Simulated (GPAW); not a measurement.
## AlN (F-43m): refractive index against wavelength

The refractive index of AlN (F-43m) below the direct gap (4.11 eV on the mesh) is read from one computed spectrum, n = √(Re ε).

It takes space group F-43m (No. 216, cubic). Conventional cell: a = 4.368 Å, b = 4.368 Å, c = 4.368 Å, α = 90.00°, β = 90.00°, γ = 90.00°. Around Al on site a lie 4 N at 1.89 Å. N on site d has 4 Al at 1.89 Å as nearest neighbours.

Method: GPAW 26.7.0, PBE, RPA, k-mesh 18×18×18, local fields up to 60 eV, Lorentzian half width 0.2 eV.

Launch of the response step: `OMP_NUM_THREADS=1 python df.py`. The run took 50 s, its band step included, on 1 thread of Arm Neoverse V1, on a shared host.

```tsv
wavelength (nm)	photon energy E (eV)	n
1310	0.946	2.1144
1064	1.165	2.1204
850	1.459	2.1307
700	1.771	2.1447
633	1.959	2.1548
532	2.331	2.1789
450	2.755	?
```

In the single-oscillator model n² − 1 = E₀E_d/(E₀² − E²), so 1/(n² − 1) = E₀/E_d − E²/(E₀E_d) is linear in E².

Working, on the rows shown:

| x = E² (eV²) | y = 1/(n² − 1) |
| --- | --- |
| 0.895757 | 0.288127 |
| 1.35784 | 0.286033 |
| 2.12762 | 0.282495 |
| 3.13716 | 0.277798 |
| 3.83641 | 0.274487 |
| 5.43137 | 0.266837 |

Means: x̄ = 2.7977, ȳ = 0.2793. Σ(x − x̄)(y − ȳ) = -0.06696, Σ(x − x̄)² = 14.27. Slope = -0.06696 / 14.27 = -0.004692; intercept = ȳ − slope · x̄ = 0.29242. Turned back into n, the line misses the rows shown by at most 0.00033.

**Question.** What does the fit predict for the withheld row, and how well does it do?

**Answer.** At x = 7.5912 the line gives y = 0.2568, that is 2.2122. The run gave 2.2149, so the extrapolation is off by 0.0027, 3 % of the range in the table.

Refitted with all rows, the slope is -0.004786 and the intercept 0.29264. These give E₀ = √(intercept/−slope) = 7.82 eV and E_d = E₀/intercept = 26.7 eV; E₀ is 1.9 times the direct gap. The electronic limit at long wavelengths, without lattice vibrations, is n = √(1 + 1/intercept) = 2.102. Excitons are left out; PBE gaps are as a rule too small. The values come from a sum over the points of one k-mesh and carry its error, which grows as the direct gap shrinks. The local-field cutoff holds few shells of reciprocal vectors for this small cell, so ε∞ can read a few per cent high.

[Logs are printed without paths, hosts, clocks, repeated set-up lines and the standing remarks that a program may print on its own settings, such as how far it seeks lower states.]
